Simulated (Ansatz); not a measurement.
# ThS (Fm-3m): phonons and vibrational spectra, part 2 of 2

How does ThS (Fm-3m) vibrate, and is this structure a minimum?

Ansatz 0.2.0; DFT PBEsol, scalar-relativistic, plane waves, PAW.

So far. Step 3 (Relaxing to small forces for the phonons): The forces vanish by symmetry. The volume is held at 22.93 Å³/atom, so a pressure of -1.93 GPa remains at this level. Step 4 (Modes at Γ): Before it was imposed, the acoustic sum rule was missed by 1.0e-5 eV/Å². Small misses are needed for a sound result but don't prove that mesh and cutoff are converged. The lowest optical mode is real, 284 cm⁻¹.

## 5. Phonons on a q mesh

Stability and thermal properties need the whole zone. Linear response on a 4×4×4 q mesh gives force constants as far as a supercell of that size would.

input.yaml reads:

```yaml
crystal:
  lattice:
    - [0.0, 2.841, 2.841]
    - [2.841, 0.0, 2.841]
    - [2.841, 2.841, 0.0]
  atoms:
    - { symbol: Th, position: [0.0, 0.0, 0.0] }
    - { symbol: S, position: [0.5, 0.5, 0.5] }
kpoints:
  mp_grid: { grid: [12, 12, 12] }
hamiltonian:
  xc: pbesol
scf:
  occupations: { method: methfessel_paxton, width: 0.2 }
output:
  eigenvalues: true
phonons:
  method: dfpt
  qmesh: [4, 4, 4]
  temperatures: { t_max: 400, t_step: 50 }
  qpath:
    path:
      - [[0.0, 0.0, 0.0], [0.5, 0.0, 0.5], [0.625, 0.25, 0.625]]
      - [[0.375, 0.375, 0.75], [0.0, 0.0, 0.0], [0.5, 0.5, 0.5], [0.5, 0.25, 0.75], [0.5, 0.0, 0.5]]
    npoints: 10
```

On the command line:

```
$ ansatz run input.yaml --threads 4 --pin off --max-ram 16384MiB --backend cpu --events-out ev --progress --plain --runs-dir out
```

Numbers of over 12 decimals in the logs are rounded to 6 here.

What it wrote:

```text
[...]
Crystal: 2 atoms, lattice volume = 45.861 Å³
Basis set: ecut = 420 eV, 893 PW (Γ), exchange–correlation on 54×54×54 points (8 copies of the dense FFT grid, shifted against one another)
Bands: 13, of which v1, the nominal top of the filled ones, is band 9 counted from 1 (8 counted from 0)
Symmetry: 48 space group operations
k-points: 72 of 1728
[...]
SCF iter   1: F=—  HF=-13944.938556 eV  |F-HF|=—  |Δ(HF+E_count)|=         —  Δρ=3.47e-3  dr2=5.68e-3  ethr=1.77e-3  ⟨swp⟩=5.0  Hψ=10570  notcnv=0
[...]
SCF iter   9: F=-13944.937136 eV  HF=-13944.937136 eV  |F-HF|=0.00e0  |Δ(HF+E_count)|=  3.64e-12  S|Δr|=    0.00e0  Δρ=3.55e-8  dr2=3.49e-13  ethr=1.00e-12  ⟨swp⟩=9.5  Hψ=5633  notcnv=0
SCF 1 converged in 9 iterations: F = -13944.937136 eV  dr2 = 3.49e-13
[...]
iter 1 solved again at ethr=2.58e-7 eV; its pass at ethr=3.10e-3 eV (dr2=4.64e-5 eV) is discarded
SCF iter   1: F=—  HF=-13944.937133 eV  |F-HF|=—  |Δ(HF+E_count)|=         —  Δρ=2.43e-7  dr2=2.07e-11  ethr=2.58e-7  ⟨swp⟩=3.0  Hψ=8086  notcnv=0
eigensolver tolerance schedule: the retry pair's looser diagonalisation over-reported the residual by 2243234.43 of it (diagonalisation noise at an unbounded share of the residual, at the tolerance the schedule requests for it); recorded, not acted on — ethr = c·dr2/N_el stays at c = 1.0e-1
[...]
SCF iter   2: F=—  HF=-13944.937136 eV  |F-HF|=—  |Δ(HF+E_count)|=   2.27e-6  S|Δr|=    0.00e0  Δρ=1.10e-7  dr2=5.92e-12  ethr=1.00e-12  ⟨swp⟩=2.0  Hψ=4057  notcnv=0
SCF iter   3: F=-13944.937136 eV  HF=-13944.937136 eV  |F-HF|=5.46e-12  |Δ(HF+E_count)|=  1.09e-11  S|Δr|=    0.00e0  Δρ=7.02e-8  dr2=2.15e-12  ethr=1.00e-12  ⟨swp⟩=1.0  Hψ=2160  notcnv=0
SCF 2 converged in 3 iterations: F = -13944.937136 eV  dr2 = 2.15e-12
phonons: the bands overlap, so this run is a metal and interpolates without the dipole-dipole term. If the crystal is really an insulator or semiconductor, its LO-TO splitting is missing
NSCF: frozen V_eff on 72 k-points
[...]
DFPT response loops at q = (0, 0, 0) (fractional): preconditioner auto → Kerker (q_TF=auto, 2.335 Å⁻¹) (partly filled bands, converged f_vac=0.000); β = 1.00, the filter's whole step (`scf.mixing.beta` (0.50) is not read by the response loops under this deck's `scf.mixing.preconditioner`; to damp them name `kerker` or `kerker_dos`, under which they read `scf.mixing.beta`, and type it under 1.00, their step now; both keys bind the ground state too); Broyden in place of MSR1
[...]
SCF converged after 9 iterations
[...]
Free energy (F): -13944.937136 eV
[...]
Internal energy: -13944.940322 eV  (E = F + TS)
E sigma→0 (E₀):  -13944.937932 eV
Entropy (-TS):   0.003186 eV (1.593 meV/atom)
Fermi energy:    14.952457 eV
[...]
--- Band table (eV; the first three rows and the last of 72) ---
  k-point 0: bands = [... 5 lower, 10.8903, 10.8903, 10.8903, 14.4430, 14.4430, 14.4430, 15.6700, 15.6700, ... 4 higher]
  k-point 1: bands = [... 5 lower, 10.6028, 10.7346, 10.7346, 14.3250, 14.5450, 14.5450, 15.8677, 15.8677, ... 4 higher]
  k-point 2: bands = [... 5 lower, 9.9453, 10.3673, 10.3673, 14.2220, 14.8299, 14.8299, 16.3003, 16.3003, ... 4 higher]
  k-point 71: bands = [... 5 lower, 9.2302, 10.9164, 10.9164, 14.5795, 14.5795, 16.7811, 16.7811, 16.8929, ... 4 higher]
--- Phonons (Γ-DFPT): 2 representative perturbations + reference (Σ response iterations 6) ---
  ASR residual: 1.241e-5 → 0.000e0 eV/Å²; symmetrization residual: 1.194e-6 eV/Å²
  ASR residual per site (eV/Å²): 3.31e-6 1.24e-5
  Γ frequencies (cm⁻¹): 0.00 0.00 0.00 284.49 284.49 284.49
--- Phonons (arbitrary-q DFPT): 8 irreducible q on the 4×4×4 mesh ---
  q = [0.0000, 0.0000, 0.0000] (star 1, of the zone-centre solve; hermiticity 2.85e-7, symmetrization 2.39e-13): -0.00 0.00 0.00 284.49 284.49 284.49
  q = [0.0000, 0.0000, 0.2500] (star 8, 2 solved perturbations on 936 of 1728 k-point pairs; hermiticity 2.18e-7, symmetrization 1.86e-13): 71.46 71.46 83.82 293.72 293.72 300.36
[...]
q = [0.0000, 0.2500, 0.2500] (star 6, 4 solved perturbations in 1608 linear systems a pass and spin channel, the states on 510 of 1728 k-point pairs; hermiticity 1.51e-7, symmetrization 5.53e-14): 48.01 48.01 103.06 281.61 281.61 310.63
[...]
sum rule: each row above includes the acoustic sum rule's correction from the zone centre's row sums; it moved no ω² by more than (0.32 cm⁻¹)²
  mesh force constants: q→R imaginary residual 5.61e-18; ASR residual 1.241e-5 → 0.000e0 eV/Å²; symmetrization residual 7.105e-15 eV/Å²
  interpolated dispersion: 62 rows × 6 modes
  density of states and harmonic sums: on the 20×20×20 q-mesh, interpolated from the force constants of a 4×4×4 supercell (no non-analytic term)
  largest difference from the sums on the solved wave vectors: F 3.98e-3 eV, S 1.40e-5 and C_V 4.01e-6 eV/K
  zero-point energy: 0.070402 eV/cell   skipped modes (ω ≤ 0): 3   left out of the sums: 6.25e-5 of the cell's modes: C_V's classical limit lies that fraction below 3 k_B per atom; for a crystal, a wire or a layer, F and S can be off by more, and a phonons.interpolated_qmesh denser along its periods is the remedy for the sampling
```

It took 3.8 min on 4 threads of Arm Neoverse V2, shared host; peak memory 3.3 GiB; 15 min of CPU time.

Numbers from this step:

* sum-rule residual before enforcement: 1.24e-5 eV/Å²
* lowest frequency on the path: 0 cm⁻¹
* highest frequency on the path or at a solved wavevector: 310.6 cm⁻¹
* mean frequency: 189.3 cm⁻¹
* Debye temperature (second moment): 404 K
* logarithmic mean frequency: 154.5 cm⁻¹
* lowest mode on the q mesh (acoustic modes at Γ apart): 48.01 cm⁻¹
* zero-point energy per atom: 35.2 meV
* heat capacity at 300 K: 22.88 J/(mol atoms K)
* vibrational entropy at 300 K: 33.49 J/(mol atoms K)
* edges of the widest gap between branches, on path and mesh: 111.4, 281.6 cm⁻¹

Frequencies (cm⁻¹) solved at each irreducible wavevector; negative means imaginary. Frequencies by wavevector, by row:

```csv
q in reciprocal lattice units,star,mode 1,mode 2,mode 3,mode 4,mode 5,mode 6
0 0 0,1,0,0,0,284.5,284.5,284.5
0 0 0.25,8,71.5,71.5,83.8,293.7,293.7,300.4
0 0 -0.5,4,100.5,100.5,111.4,302.9,302.9,306.8
0 0.25 0.25,6,48,48,103.1,281.6,281.6,310.6
0 0.25 -0.5,24,85.9,86.3,93.8,293.5,295.5,299.2
0 0.25 -0.25,12,59.9,98.7,106,281.7,303.4,308.4
0 -0.5 -0.5,3,70.3,70.3,71.3,283.3,283.3,287.3
0.25 -0.5 -0.25,6,70.7,70.7,102.7,282.5,282.5,310.4
```

Interpolated from a 4×4×4 q mesh. The phonon branches at the labelled points (cm⁻¹):

```csv
point,branch 1,branch 2,branch 3,branch 4,branch 5,branch 6
Γ,0,0,0,284,284,284
halfway,48,48,103,282,282,311
X,70,70,71,283,283,287
halfway,72,76,77,286,286,289
U,72,88,89,284,294,300
jump to K,72,88,89,284,294,300
halfway,48,89,100,282,301,306
Γ,0,0,0,284,284,284
halfway,72,72,84,294,294,300
L,100,100,111,303,303,307
halfway,89,91,101,294,294,309
W,71,71,103,282,282,310
halfway,69,73,90,284,285,297
X,70,70,71,283,283,287
```

The phonon branches as a text plot (rows in cm⁻¹):

```
    304 |   ******        ********          ******************
    291 | **      *********      *****  ******       ****     ***
    278 |**************   **************                 ********
    265 |
    252 |
    239 |
    226 |
    214 |
    201 |
    188 |
    175 |
    162 |
    149 |
    136 |
    123 |
    110 |       *            ***               ******
     97 |    *** *         ******            *****************
     84 |   *     **    ***     **          ***       ***     *
     71 |         ***********    ***       **            ********
     58 |  *    **           ***  **      **
     45 |    ***                **  *     *
     32 | * *                     ** *   *
     19 |  *                        **  *
      6 |**                          ***
         Γ           X  U|K            Γ         L        W     X
```

Tetrahedra on a 20×20×20 mesh, mean over bins of 5 cm-1. Interpolated from a 4×4×4 q mesh. Table of phonon density of states by wavenumber; read off at these points:

```csv
wavenumber (cm⁻¹),phonon density of states (1/cm⁻¹/cell)
2,1.0e-5
12,3.7e-4
18,7.8e-4
28,0.00236
38,0.00492
42,0.00673
52,0.0123
62,0.0240
68,0.0416
72,0.0627
78,0.0512
88,0.0530
92,0.0634
98,0.0892
102,0.0829
112,5.6e-4
118,0
128,0
138,0
142,0
152,0
162,0
172,0
178,0
188,0
198,0
202,0
212,0
222,0
228,0
238,0
248,0
252,0
262,0
272,0
278,0
288,0.114
298,0.0843
302,0.0911
308,0.123
312,0.00219
```

The partial phonon density of states has structure finer than the step of the table below, so its rows give means over 20 cm⁻¹, whole bins alone (the curve runs from -10 to 330 cm⁻¹). Peaks (cm⁻¹: height): S 284.8: 0.115, 306.2: 0.107; Th 99.0: 0.0886, 284.8: 0.0129.

Phonopy on the run's constants, 17x17x17 mesh, Gaussian sigma 2.4 cm-1. Interpolated from a 4×4×4 q mesh. Partial phonon density of states against wavenumber; means over each step; values in 1/cm⁻¹/cell:

```csv
wavenumber (cm⁻¹),S,Th
0,7.5e-6,5.4e-5
20,1.7e-4,0.00125
40,7.2e-4,0.00551
60,0.00248,0.0222
80,0.00361,0.0490
100,9.5e-4,0.0631
120,3.7e-6,9.4e-4
140,0,0
160,0,0
180,0,0
200,0,0
220,0,0
240,0,0
260,0,0
280,0.0478,0.00511
300,0.0877,0.00278
```

Second derivatives of the energy by pair, one row for each kind of neighbour of each atom listed. Each entry sums the pair over the periodic images of the supercell that the q mesh stands for, and in a polar crystal it holds the long-range dipole part too. Force constants by pair, by row:

```csv
atom,neighbour,distance (Å),third of the trace (eV/Å²),along the pair's line (eV/Å²)
Th1,itself,0,9.706,–
Th1,S,2.841,-1.407,-3.851
Th1,Th,4.018,-0.1052,-0.3133
Th1,S,4.921,-0.0444,-0.1501
Th1,Th,5.682,0.0718,0.3561
Th1,S,6.353,0.0106,0.0404
Th1,Th,6.959,-0.0056,-0.0328
S2,itself,0,9.804,–
S2,Th,2.841,-1.407,-3.851
S2,S,4.018,-0.0187,-0.0704
S2,Th,4.921,-0.0444,-0.1501
S2,S,5.682,-0.1908,-0.6714
S2,Th,6.353,0.0106,0.0404
S2,S,6.959,-0.001,-0.0038
```

Harmonic thermodynamic functions per atom, from the density of states. Interpolated from a 4×4×4 q mesh. Thermodynamic functions, by row:

```csv
T (K),F_vib (meV/atom),S (J/mol-atom/K),C_V (J/mol-atom/K)
0,35.2,0,0
50,34.45,4.63,8.065
100,30.03,12.28,14.35
200,10.57,24.61,20.76
300,-19.78,33.49,22.88
400,-58.12,40.21,23.73
```

Harmonic mean-square displacement, third of the trace. Interpolated from a 4×4×4 q mesh. Mean square displacements, by row:

```csv
T (K),Th1 U_eq (Å²),S2 U_eq (Å²)
0,8.90e-4,0.00211
100,0.00194,0.00286
300,0.00537,0.00596
600,0.01066,0.01132
```

Symmetry leaves 8 wavevectors to solve. The lowest mode among them, the acoustic zeros apart, lies at q = (0, 0.25, 0.25) and is real, 48.0 cm⁻¹.

## 6. What came out

- space group (within 0.01 Å): Fm-3m
- volume per atom: 22.9 Å³
- electronic character: no gap on this mesh
- highest optical mode at the zone centre (no LO-TO term): 284 cm⁻¹
- lowest optical zone-centre mode: 284 cm⁻¹
- lowest mode on the q mesh (acoustic modes at Γ apart): 48.0 cm⁻¹
- highest frequency on the path or at a solved wavevector: 311 cm⁻¹
- zero-point energy per atom: 35.2 meV
- heat capacity at 300 K: 22.9 J/(mol atoms K)
- vibrational entropy at 300 K: 33.5 J/(mol atoms K)
- Debye temperature (second moment): 404 K
- imaginary modes on the 4×4×4 q mesh: none

In words: The structure is a minimum as far as tested: no mode is imaginary at the 8 irreducible wavevectors of the 4×4×4 mesh, and the softest away from the acoustic zeros lies at 48 cm⁻¹. The optical modes at Γ form one degenerate level at 284 cm⁻¹. The highest mode in this list at Γ, 284.5 cm⁻¹, is mostly motion of S (88 % of the kinetic energy). On the path and the mesh, the widest gap between branches runs from 111 to 282 cm⁻¹. The volume was held at that of the database entry and not relaxed, so the modes belong to a cell under -1.93 GPa at this level. With no gap, or one that is small against the smearing, the frequencies hang on the k mesh and the smearing, most of all near Kohn anomalies. Spin-orbit coupling is left out, which can matter for the heavy elements here. These are harmonic frequencies at zero temperature: anharmonic shifts, linewidths and thermal expansion are left out.

[Logs are printed without paths, hosts, clocks, repeated set-up lines and the standing remarks that a program may print on its own settings, such as how far it seeks lower states.]

[Hosts, paths, dates, database ids (printed as entryN), source tags and the programs' standing remarks are cut or masked in the printed files.]
